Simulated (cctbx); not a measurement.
# Diagnosing a refinement

Cell a = 9.5310 Å, b = 9.5310 Å, c = 14.4870 Å, α = 90.00°, β = 90.00°, γ = 120.00°; space group R-3m (no. 166). The compound is Sm2Mg9Fe6Sn2.

The data are simulated with cctbx, not measured: synchrotron X-rays, λ = 0.6889 Å, to d = 0.75 Å, 50 % of the full sphere, strongest reflection 70000 counts, noise from counting, a 6 % proportional error and a noise floor of 2 counts (s.d.); no absorption, and some extinction, which the refinements don't model.

An anisotropic refinement with weights 1/σ² prints:

```text
Rint 0.044, 371 unique reflections to 0.75 A
cycle     R1     wR2    GooF  max shift (A)
   1  0.0551  0.1994   5.872   0.00200
   2  0.0202  0.0601   1.771   0.00002
final R1 0.0202 wR2 0.0601 GooF 1.771  parameters 21  data/parameter 17.7
atom        x        y        z      Ueq    occ   su(xyz)  su(Uiso or U11)
Sm1    0.33333  0.66667  0.01276   0.0221  1.000  0.00003  0.0002
Sn1    0.33333  0.66667  0.76812   0.0178  1.000  0.00003  0.0002
Fe1    0.36360  0.33333  0.33333   0.0212  1.000  0.00007  0.0003
P1     0.99740  0.49870  0.15863   0.0400  1.000  0.00019  0.0008
Mg1    0.33333  0.16667  0.16667   0.0264  1.000  0.00000  0.0010
difference map: max 0.68 min -1.15 rms 0.23
Q1    0.0766  0.1532  0.6722   18    0.71  1.29 A from Sm1
Q2    0.0763  0.1527  0.4195   18    0.64  1.65 A from Sm1
Q3    0.1019  0.2039  0.9340   18    0.63  1.76 A from Sn1
Q4    0.0000  0.0000  0.5000    3    0.61  2.23 A from Sm1
Q5    0.0648  0.1295  0.2381   18    0.48  1.89 A from Sm1
Q6    0.0714  0.1428  0.1217   18    0.47  1.21 A from Sn1
```

**Question.** Can this result stand? If not, what is the likely fault?

Mend it. The fault: wrong element: P1 is Mg. Against the right model at the same level, R1 goes from 0.0161 to 0.0202 and GooF from 0.97 to 1.77 and U of P1 swells from 0.0263 to 0.0400 Å². P1 has 3 electrons too many and its U swells to shed them, as expected.

The compound is Sm2Mg9Fe6Sn2. The right model at the same level gives:

```text
Rint 0.044, 371 unique reflections to 0.75 A
cycle     R1     wR2    GooF  max shift (A)
   1  0.0302  0.0951   2.802   0.00226
   2  0.0161  0.0329   0.969   0.00000
final R1 0.0161 wR2 0.0329 GooF 0.969  parameters 21  data/parameter 17.7
atom        x        y        z      Ueq    occ   su(xyz)  su(Uiso or U11)
Sm1    0.33333  0.66667  0.01277   0.0224  1.000  0.00001  0.0001
Sn1    0.33333  0.66667  0.76810   0.0182  1.000  0.00002  0.0001
Fe1    0.36359  0.33333  0.33333   0.0215  1.000  0.00004  0.0001
Mg1    0.99717  0.49858  0.15864   0.0263  1.000  0.00010  0.0004
Mg2    0.33333  0.16667  0.16667   0.0270  1.000  0.00000  0.0006
difference map: max 0.64 min -1.27 rms 0.20
Q1    0.0762  0.1524  0.6724   18    0.67  1.29 A from Sm1
Q2    0.1016  0.2032  0.9343   18    0.60  1.76 A from Sn1
Q3    0.0788  0.1576  0.4183   18    0.56  1.67 A from Sm1
Q4    0.0000  0.0000  0.5000    3    0.48  2.23 A from Sm1
Q5    0.0729  0.1458  0.1221   18    0.46  1.24 A from Sn1
Q6    0.0656  0.1311  0.2379   18    0.44  1.88 A from Mg1
```

The model is made up (kin elements in a known structure type, no relaxation), so it says nothing on whether the phase exists.

[Middle refinement cycles are left out of these outputs.]

[Logs are printed without paths, hosts, clocks, repeated set-up lines and the standing remarks that a program may print on its own settings, such as how far it seeks lower states.]
